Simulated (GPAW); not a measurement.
# zigzag W chain, bond 2.395 A: a list in the functional

Two starts of zigzag W chain, bond 2.395 A are run at each set of the functional. What moves?

Program: GPAW 26.7.0. Level of theory: several functionals; plane waves with GPAW's PAW setups, scalar-relativistic. Values are calculated unless marked as measured.

## 1. The starting structure

The cell holds 2 atoms: 2 W. Cell: a = 12.000 Å, b = 12.000 Å, c = 2.874 Å, α = 90.0°, β = 90.0°, γ = 90.0°. model lattice. Vacuum lies along a and b. The structure's axis is c.

Structure file:

```cif
data_structure
_symmetry_space_group_name_H-M 'P 1'
_symmetry_Int_Tables_number 1
_cell_length_a 12.0000
_cell_length_b 12.0000
_cell_length_c 2.8740
_cell_angle_alpha 90.000
_cell_angle_beta 90.000
_cell_angle_gamma 90.000
_cell_volume 413.86
loop_
_atom_site_label
_atom_site_type_symbol
_atom_site_fract_x
_atom_site_fract_y
_atom_site_fract_z
_atom_site_occupancy
W1 W 0.42017 0.50000 0.00000 1
W2 W 0.57983 0.50000 0.50000 1
```

## 2. Set 1 (LDA), start ferro ++

Each set takes another functional on the same cell and mesh.

Contents of order1.py:

```python
import json
import numpy as np
from ase import Atoms
from ase.parallel import paropen, parprint
from gpaw import GPAW

atoms = Atoms(['W', 'W'],
    cell=[[12.0, 0.0, 0.0],
         [0.0, 12.0, 0.0],
         [0.0, 0.0, 2.874]],
    scaled_positions=[[0.42016667, 0.5, 0.0],
         [0.57983333, 0.5, 0.5]],
    pbc=True,
    magmoms=[1.0, 1.0])
atoms.calc = GPAW(mode={'name': 'pw', 'ecut': 600},
    xc='LDA',
    kpts={'size': (1, 1, 10), 'gamma': True},
    occupations={'name': 'fermi-dirac', 'width': 0.1},
    convergence={'density': 1e-05, 'energy': 1e-05},
    maxiter=200,
    symmetry={'tolerance': 1e-4},
    txt='order1.txt')
e = atoms.get_potential_energy(force_consistent=True)
res = {'free_energy': e, 'energy_sigma0': atoms.get_potential_energy(), 'fermi_energy': atoms.calc.get_fermi_level()}
res['moments'] = atoms.get_magnetic_moments().tolist()
res['total'] = atoms.get_magnetic_moment()
parprint('site moments (muB):', np.round(res['moments'], 3))
parprint(f"total moment: {res['total']:.3f} muB")
parprint(f'free energy: {e:.6f} eV')
atoms.calc.write('order1.gpw')
with paropen('results.json', 'w') as f:
    json.dump(res, f)
```

Command:

```console
$ OMP_NUM_THREADS=1 python3 order1.py > order1.log
```

What it wrote:

```text
site moments (muB): [ 0. -0.]
total moment: -0.000 muB
free energy: -16.818377 eV

--- order1.txt ---
Input parameters:
  mode=PW(ecut=600),
  convergence={'density': 1e-05, 'energy': 1e-05},
  kpts=MonkhorstPack(size=(1, 1, 10), gamma=True),
  maxiter=200,
  occupations=Occupations(name='fermi-dirac', width=0.1),
  symmetry=Symmetry(tolerance=0.0001),
  xc=XC(name='LDA')

Diagonalizing LCAO Hamiltonian
Converting LCAO to pw mode
        .----------------------------.
       /|                            |
      / |                            |
     /  |                            |
    /   .----------------------------.
   /   /                            /
  /   /              W             /
 *   /                            /
 |  /            W               /
 | /                            /
 |/                            /
 *----------------------------*

Atoms  # Å, Bohr magnetons
|   | symbol |        x |        y |        z |    initial magnetic moments |
|---|--------|----------|----------|----------|-----------------------------|
| 0 |      W | 5.042000 | 6.000000 | 0.000000 | ( 0.0000,  0.0000,  1.0000) |
| 1 |      W | 6.958000 | 6.000000 | 1.437000 | ( 0.0000,  0.0000,  1.0000) |

Unit cell  # Å
| periodic |         x |         y |        z |   lengths |    angles |
|----------|-----------|-----------|----------|-----------|-----------|
|      yes | 12.000000 |  0.000000 | 0.000000 | 12.000000 | 90.000000 |
|      yes |  0.000000 | 12.000000 | 0.000000 | 12.000000 | 90.000000 |
|      yes |  0.000000 |  0.000000 | 2.874000 |  2.874000 | 90.000000 |

Number of symmetries: 4

BZ-sampling:
  Number of BZ points: 10
  Number of IBZ points: 6

  Monkhorst-Pack size: [1, 1, 10]
  Monkhorst-Pack shift: [0.0, 0.0, 0.05]

Plane wave coefficients: 13815
Cutoff: 600.0 eV

Spin-components: 2 (collinear spins)
Bands:           22
Projectors:      12
Spin-degeneracy: 1
Datatype:        complex128

Parallelization:
  kpt:    1
  domain: 1
  band:   1

Density:
  Valence electrons: 28.0
  Components: 2
  Grid points: [70 70 18]
  Charge: 0.0  # |e|

Potential:
  Grid points: [70 70 18]

[... setups left out ...]
Reference energy: -877032.212428  # eV

eigensolver:
  PPCG
  Converge bands: occupied
  niter=2

density mixing:
  MSR1-Mixer
  Pratt-step length: 0.05
  Maximum mixing coefficient: 0.75
  Old densities: 10
  SVD Regularization: 0.005
  Good broyden scale: 1.0
  Trust region scale: 1.0
  Backstep threshold: 4.0
  History deletion threshold: 6.0
  Fourier metric: weight=20.0, sigma=0.015

occupation numbers:
  Fermi-Dirac:
    width: 0.1000  # eV

poisson solver:
  ecut: 4800.0  # eV

xc functional:
  name: None

convergence criteria:
- Maximum integral of absolute [dens]ity change: 1e-05 electrons / valence electron
- Maximum [total energy] change in last 3 cyles: 1e-05 eV / valence electron
- Maximum integral of absolute [eigenst]ate change: 4e-08 eV^2 / valence electron
maximum number of iterations: 200

SCF iterations
|iter     |      energy | eigst |  dens |  magmom |
|---------|-------------|-------|-------|---------|
|iter:   1|       0s |  -18.952660 | +0.14 |       |  +2.0019|
|iter:   2|       5s |  -18.333758 | -1.09 | -0.80 |  +1.9329|
|iter:   3|      10s |  -16.747680 | -0.64 | -0.84 |  +1.0412|
|iter:   4|      14s |  -16.752098 | -2.03 | -1.37 |  +0.6411|
|iter:   5|      19s |  -16.758770 | -2.56 | -1.68 |  +0.4110|
|iter:   6|      24s |  -16.764151 | -3.17 | -1.97 |  +0.1911|
|iter:   7|      29s |  -16.765528 | -3.56 | -2.38 |  +0.0627|
|iter:   8|      33s |  -16.765735 | -3.93 | -2.86 |  +0.0144|
|iter:   9|      38s |  -16.765763c| -4.29 | -3.37 |  +0.0019|
|iter:  10|      43s |  -16.765755c| -4.66 | -4.01 |  +0.0004|
|iter:  11|      48s |  -16.765756c| -4.99 | -4.12 |  +0.0004|
|iter:  12|      53s |  -16.765758c| -5.34 | -3.92 |  -0.0000|
|iter:  13|      57s |  -16.765758c| -5.66 | -4.95 |  +0.0000|
|iter:  14|      62s |  -16.765758c| -6.00 | -5.37c|  +0.0000|
|iter:  15|      67s |  -16.765758c| -6.32 | -5.77c|  +0.0000|
|iter:  16|      72s |  -16.765758c| -6.66 | -5.99c|  +0.0000|
|iter:  17|      76s |  -16.765758c| -6.98 | -6.41c|  +0.0000|
|iter:  18|      80s |  -16.765758c| -7.32 | -6.84c|  +0.0000|
|iter:  19|      83s |  -16.765758c| -7.56c| -6.82c|  -0.0000|

Converged in 19 steps
Energy contributions relative to reference atoms: (reference = -877032.212428)

Energy contributions:
  Kinetic:          -8.096695
  Coulomb:           5.082683
  Zero:             -0.198376
  External:          0.000000
  Xc:              -13.500753
  Entropy:          -0.105237
  Spinorbit:         0.000000
  ----------------------------
  Free energy:     -16.818377
  Extrapolated:    -16.765758

dipole moment: (0.000024, 0.000024, -10.736941)  # |e|*Ang

Total magnetic moment: (0.000000, 0.000000, -0.000000)

Local magnetic moments
|        x |        y |         z |
|----------|----------|-----------|
| 0.000000 | 0.000000 |  0.000000 |  # W    0
| 0.000000 | 0.000000 | -0.000000 |  # W    1

Fermi level: -2.756
Eigenvalues  # (at kpt = [0.000, 0.000, 0.000])
| band index |      eig [eV] | occ [0-1] |      eig [eV] | occ [0-1] |
|------------|---------------|-----------|---------------|-----------|
|          0 |       -76.903 |     1.000 |       -76.903 |     1.000 |
|        ... |               |           |               |           |
|          6 |       -40.522 |     1.000 |       -40.522 |     1.000 |
|          7 |       -40.507 |     1.000 |       -40.507 |     1.000 |
|          8 |        -8.266 |     1.000 |        -8.266 |     1.000 |
|          9 |        -7.757 |     1.000 |        -7.757 |     1.000 |
|         10 |        -5.076 |     1.000 |        -5.076 |     1.000 |
|         11 |        -4.590 |     1.000 |        -4.590 |     1.000 |
|         12 |        -4.069 |     1.000 |        -4.069 |     1.000 |
|         13 |        -3.608 |     1.000 |        -3.608 |     1.000 |
|         14 |        -2.338 |     0.015 |        -2.338 |     0.015 |
|         15 |        -2.304 |     0.011 |        -2.304 |     0.011 |
|         16 |        -1.946 |     0.000 |        -1.946 |     0.000 |
|         17 |        -1.800 |     0.000 |        -1.800 |     0.000 |
|         18 |        -1.758 |     0.000 |        -1.758 |     0.000 |
|         19 |         0.039 |     0.000 |         0.039 |     0.000 |
|         20 |         0.073 |     0.000 |         0.073 |     0.000 |
|         21 |         1.373 |     0.000 |         1.373 |     0.000 |

No gap
No difference between direct/indirect transitions
```

Wall time 90 s (1 MPI rank of Arm Neoverse V2, shared host); peak memory 0.4 GiB.

This step gave:

| Quantity | Value |
| --- | --- |
| final state | non-magnetic |

After 19 cycles the seed has died away: no moment is left.

## 3. Set 1 (LDA), start antiferro +-

The second start gives the energy difference between the two end states, the quantity that is followed from set to set.

order2.py is the script of step 2 with these lines changed:

```diff
@@ -13,3 +13,3 @@
     pbc=True,
-    magmoms=[1.0, 1.0])
+    magmoms=[1.0, -1.0])
 atoms.calc = GPAW(mode={'name': 'pw', 'ecut': 600},
@@ -21,3 +21,3 @@
     symmetry={'tolerance': 1e-4},
-    txt='order1.txt')
+    txt='order2.txt')
 e = atoms.get_potential_energy(force_consistent=True)
@@ -29,3 +29,3 @@
 parprint(f'free energy: {e:.6f} eV')
-atoms.calc.write('order1.gpw')
+atoms.calc.write('order2.gpw')
 with paropen('results.json', 'w') as f:
```

Command:

```console
$ OMP_NUM_THREADS=1 python3 order2.py > order2.log
```

What it wrote:

```text
site moments (muB): [ 0. -0.]
total moment: -0.000 muB
free energy: -16.818377 eV

--- order2.txt ---
Input parameters:
  mode=PW(ecut=600),
  convergence={'density': 1e-05, 'energy': 1e-05},
  kpts=MonkhorstPack(size=(1, 1, 10), gamma=True),
  maxiter=200,
  occupations=Occupations(name='fermi-dirac', width=0.1),
  symmetry=Symmetry(tolerance=0.0001),
  xc=XC(name='LDA')

Diagonalizing LCAO Hamiltonian
Converting LCAO to pw mode
        .----------------------------.
       /|                            |
      / |                            |
     /  |                            |
    /   .----------------------------.
   /   /                            /
  /   /              W             /
 *   /                            /
 |  /            W               /
 | /                            /
 |/                            /
 *----------------------------*

Atoms  # Å, Bohr magnetons
|   | symbol |        x |        y |        z |    initial magnetic moments |
|---|--------|----------|----------|----------|-----------------------------|
| 0 |      W | 5.042000 | 6.000000 | 0.000000 | ( 0.0000,  0.0000,  1.0000) |
| 1 |      W | 6.958000 | 6.000000 | 1.437000 | ( 0.0000,  0.0000, -1.0000) |

Number of symmetries: 4

BZ-sampling:
  Number of BZ points: 10
  Number of IBZ points: 6

  Monkhorst-Pack size: [1, 1, 10]
  Monkhorst-Pack shift: [0.0, 0.0, 0.05]

Plane wave coefficients: 13815
Cutoff: 600.0 eV

Spin-components: 2 (collinear spins)
Bands:           21
Projectors:      12
Spin-degeneracy: 1
Datatype:        complex128

Parallelization:
  kpt:    1
  domain: 1
  band:   1

Density:
[...]
|iter:  17|      72s |  -16.765758c| -6.78 | -4.95 |  -0.0000|
|iter:  18|      77s |  -16.765758c| -7.12 | -5.70c|  -0.0000|
|iter:  19|      80s |  -16.765758c| -7.38 | -6.07c|  -0.0000|
|iter:  20|      83s |  -16.765758c| -7.57c| -6.68c|  -0.0000|

Converged in 20 steps
Energy contributions relative to reference atoms: (reference = -877032.212428)

Energy contributions:
  Kinetic:          -8.096576
  Coulomb:           5.082581
  Zero:             -0.198388
  External:          0.000000
  Xc:              -13.500757
  Entropy:          -0.105237
  Spinorbit:         0.000000
  ----------------------------
  Free energy:     -16.818377
  Extrapolated:    -16.765758

dipole moment: (0.000024, 0.000024, -10.736941)  # |e|*Ang

Total magnetic moment: (0.000000, 0.000000, -0.000000)

Local magnetic moments
|        x |        y |         z |
|----------|----------|-----------|
| 0.000000 | 0.000000 |  0.000005 |  # W    0
| 0.000000 | 0.000000 | -0.000005 |  # W    1

Fermi level: -2.756
Eigenvalues  # (at kpt = [0.000, 0.000, 0.000])
| band index |      eig [eV] | occ [0-1] |      eig [eV] | occ [0-1] |
|------------|---------------|-----------|---------------|-----------|
|          0 |       -76.903 |     1.000 |       -76.903 |     1.000 |
|        ... |               |           |               |           |
|          6 |       -40.522 |     1.000 |       -40.522 |     1.000 |
|          7 |       -40.507 |     1.000 |       -40.507 |     1.000 |
|          8 |        -8.266 |     1.000 |        -8.266 |     1.000 |
|          9 |        -7.757 |     1.000 |        -7.757 |     1.000 |
[...]
|         17 |        -1.800 |     0.000 |        -1.800 |     0.000 |
|         18 |        -1.758 |     0.000 |        -1.758 |     0.000 |
|         19 |         0.039 |     0.000 |         0.039 |     0.000 |
|         20 |         0.073 |     0.000 |         0.073 |     0.000 |

No gap
No difference between direct/indirect transitions
```

Wall time 90 s (1 MPI rank); peak memory 0.4 GiB.

Read from the output:

| Item | Value |
| --- | --- |
| final state | non-magnetic |

This start lies +0.0 meV a seeded atom from the first; its moments have collapsed.

## 4. Set 2 (PBE), start ferro ++

order1.py is the script of step 2 with these lines changed:

```diff
@@ -15,3 +15,3 @@
 atoms.calc = GPAW(mode={'name': 'pw', 'ecut': 600},
-    xc='LDA',
+    xc='PBE',
     kpts={'size': (1, 1, 10), 'gamma': True},
```

Command:

```console
$ OMP_NUM_THREADS=1 python3 order1.py > order1.log
```

What it wrote:

```text
site moments (muB): [0. 0.]
total moment: 0.000 muB
free energy: -15.272207 eV

--- order1.txt ---
Input parameters:
  mode=PW(ecut=600),
  convergence={'density': 1e-05, 'energy': 1e-05},
  kpts=MonkhorstPack(size=(1, 1, 10), gamma=True),
  maxiter=200,
  occupations=Occupations(name='fermi-dirac', width=0.1),
  symmetry=Symmetry(tolerance=0.0001),
  xc=XC(name='PBE')

Diagonalizing LCAO Hamiltonian
[...]
|          8 |        -8.006 |     1.000 |        -8.006 |     1.000 |
|          9 |        -7.477 |     1.000 |        -7.477 |     1.000 |
[...]
|         18 |        -1.520 |     0.000 |        -1.520 |     0.000 |
|         19 |         0.198 |     0.000 |         0.198 |     0.000 |
|         20 |         0.353 |     0.000 |         0.353 |     0.000 |
|         21 |         1.374 |     0.000 |         1.374 |     0.000 |

No gap
No difference between direct/indirect transitions


[key lines of the parts left out:]
Free energy:     -15.272207
Converged in 19 steps
dipole moment: (0.000024, 0.000024, -10.713037)  # |e|*Ang
Fermi level: -2.497
```

Wall time 95 s (1 MPI rank); peak memory 0.43 GiB.

This step gave:

- final state: non-magnetic

After 19 cycles the seed has died away: no moment is left.

## 5. Set 2 (PBE), start antiferro +-

order2.py is the script of step 3 with these lines changed:

```diff
@@ -15,3 +15,3 @@
 atoms.calc = GPAW(mode={'name': 'pw', 'ecut': 600},
-    xc='LDA',
+    xc='PBE',
     kpts={'size': (1, 1, 10), 'gamma': True},
```

Command:

```console
$ OMP_NUM_THREADS=1 python3 order2.py > order2.log
```

What it wrote:

```text
site moments (muB): [ 0.461 -0.461]
total moment: 0.000 muB
free energy: -15.282026 eV

--- order2.txt ---
Input parameters:
  mode=PW(ecut=600),
  convergence={'density': 1e-05, 'energy': 1e-05},
  kpts=MonkhorstPack(size=(1, 1, 10), gamma=True),
  maxiter=200,
  occupations=Occupations(name='fermi-dirac', width=0.1),
  symmetry=Symmetry(tolerance=0.0001),
  xc=XC(name='PBE')

Diagonalizing LCAO Hamiltonian
[...]
|          8 |        -8.010 |     1.000 |        -8.010 |     1.000 |
|          9 |        -7.465 |     1.000 |        -7.465 |     1.000 |
[...]
|         17 |        -1.500 |     0.000 |        -1.500 |     0.000 |
|         18 |        -1.450 |     0.000 |        -1.450 |     0.000 |
|         19 |         0.206 |     0.000 |         0.206 |     0.000 |
|         20 |         0.423 |     0.000 |         0.423 |     0.000 |

No gap
No difference between direct/indirect transitions


[key lines of the parts left out:]
Free energy:     -15.282026
Converged in 20 steps
dipole moment: (0.000024, 0.000024, -10.711910)  # |e|*Ang
Fermi level: -2.519
```

It took 96 s on 1 MPI rank; peak memory 0.43 GiB.

This step gave:

| Property | Result |
| --- | --- |
| magnetization | 0 μB |
| final state | antiferromagnetic |
| largest moment | 0.4606 μB |

This start lies -4.9 meV a seeded atom from the first, a change of -4.9 meV since set 1; its largest moment is 0.461 μB.

## 6. Set 3 (revPBE), start ferro ++

order1.py is the script of step 4 with these lines changed:

```diff
@@ -15,3 +15,3 @@
 atoms.calc = GPAW(mode={'name': 'pw', 'ecut': 600},
-    xc='PBE',
+    xc='revPBE',
     kpts={'size': (1, 1, 10), 'gamma': True},
```

Command:

```console
$ OMP_NUM_THREADS=1 python3 order1.py > order1.log
```

What it wrote:

```text
site moments (muB): [0. 0.]
total moment: 0.000 muB
free energy: -14.712144 eV

--- order1.txt ---
Input parameters:
  mode=PW(ecut=600),
  convergence={'density': 1e-05, 'energy': 1e-05},
  kpts=MonkhorstPack(size=(1, 1, 10), gamma=True),
  maxiter=200,
  occupations=Occupations(name='fermi-dirac', width=0.1),
  symmetry=Symmetry(tolerance=0.0001),
  xc=XC(name='revPBE')

Diagonalizing LCAO Hamiltonian
[...]
|          8 |        -7.915 |     1.000 |        -7.915 |     1.000 |
|          9 |        -7.383 |     1.000 |        -7.383 |     1.000 |
[...]
|         18 |        -1.431 |     0.000 |        -1.431 |     0.000 |
|         19 |         0.241 |     0.000 |         0.241 |     0.000 |
|         20 |         0.439 |     0.000 |         0.439 |     0.000 |
|         21 |         1.316 |     0.000 |         1.316 |     0.000 |

No gap
No difference between direct/indirect transitions


[key lines of the parts left out:]
Free energy:     -14.712144
Converged in 19 steps
dipole moment: (0.000024, 0.000024, -10.703083)  # |e|*Ang
Fermi level: -2.408
```

Wall time 94 s (1 MPI rank); peak memory 0.43 GiB.

Read from the output:

- final state: non-magnetic

After 19 cycles the seed has died away: no moment is left.

[end of part 1 of 2]

[Long decimals in the printed logs are rounded to 6 places.]

[Logs and program files are shortened in this print: banners, set-up blocks, solver, clock and traceback lines can be left out without a mark of their own.]

[Logs are printed without paths, hosts, clocks, repeated set-up lines and the standing remarks that a program may print on its own settings, such as how far it seeks lower states.]

[Hosts, paths, dates, database ids (printed as entryN), source tags and the programs' standing remarks are cut or masked in the printed files.]

[Where the starting crystal was built by hand or by swapping elements, it need not be the compound's stable phase.]

[Where a cell is said to come from a database of computed structures, the database is the Materials Project.]

[Runs that the program refused, that were killed for memory or that had too few empty states are not shown or counted.]

[Lattice constants of own cells that a recipe calls measured were typed without a cited source.]
